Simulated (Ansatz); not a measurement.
The crystal is Cs3Bi2Br9 (P-3m1).

```xyz
14
Lattice="7.9720 0.0000 0.0000 -3.9860 6.9040 0.0000 0.0000 0.0000 9.8670" Properties=species:S:1:pos:R:3 pbc="T T T"
Cs    3.9860    2.3013    6.5803
Cs    0.0000    4.6026    3.2867
Cs    0.0000    0.0000    0.0000
Bi    3.9860    2.3013    1.8925
Bi    0.0000    4.6026    7.9745
Br    1.9930    3.4520    0.0000
Br    3.9860    0.0000    0.0000
Br   -1.9930    3.4520    0.0000
Br    2.0048    1.1574    3.3489
Br    5.9672    1.1574    3.3489
Br    3.9860    4.5891    3.3489
Br    0.0000    2.3149    6.5181
Br   -1.9812    5.7465    6.5181
Br    1.9812    5.7465    6.5181
```

The cell and positions come from the Crystallography Open Database and are kept as given unless a step says otherwise. Spin-orbit coupling is left out unless a run names it. PAW set soft_2, made with PBE.

Gaps computed with Ansatz 0.2.0 without a self-energy: LDA 2.41 eV, r2SCAN 2.89 eV and HSE06 3.23 eV. The mean ε∞ by r2SCAN perturbation theory is 3.73.

**Question.** What gap should G0W0 on r2SCAN give (3×3×2 mesh, 1052 empty bands, screening to 90 eV, default PAW files)?

About 4.02 eV: on its mesh the run moves the gap from 2.89 eV by +1.13 eV. Among the scalar-relativistic levels given, HSE06 is nearest (−0.79 eV). One-shot corrections scale roughly with one over ε∞, here 0.27. Bands and cutoff are finite, so the gap stands short of the basis limit, usually by up to a few tenths of an eV; the mesh is an error of its own. Where an edge is built on 6p states of lead, bismuth or thallium, scalar-relativistic gaps usually stand too wide, by a few tenths to over one eV. The many-body steps are scalar-relativistic: spin-orbit coupling is not in them.

[Long decimals in the printed logs are rounded to 6 places.]

[Logs are printed without paths, hosts, clocks, repeated set-up lines and the standing remarks that a program may print on its own settings, such as how far it seeks lower states.]

[Paths, hosts, dates, memory and timing lines, banners, echoed tables and standing remarks are left out of the program output; an Ansatz launch command may be rebuilt from the run's recorded settings. Measured values are a selection of at most five: reports struck by readers or far from the other reports are left out. None is set beside runs whose start may be inverted or whose files or cutoffs have a known fault.]

[Runs of the session that timed out or met a known fault of the program may be left out.]

[Cells called generated may have been cut or substituted from an entry of the Crystallography Open Database or the Materials Project.]

[Hosts, paths, dates, database ids (printed as entryN), source tags and the programs' standing remarks are cut or masked in the printed files.]

[Where the starting crystal was built by hand or by swapping elements, it need not be the compound's stable phase.]
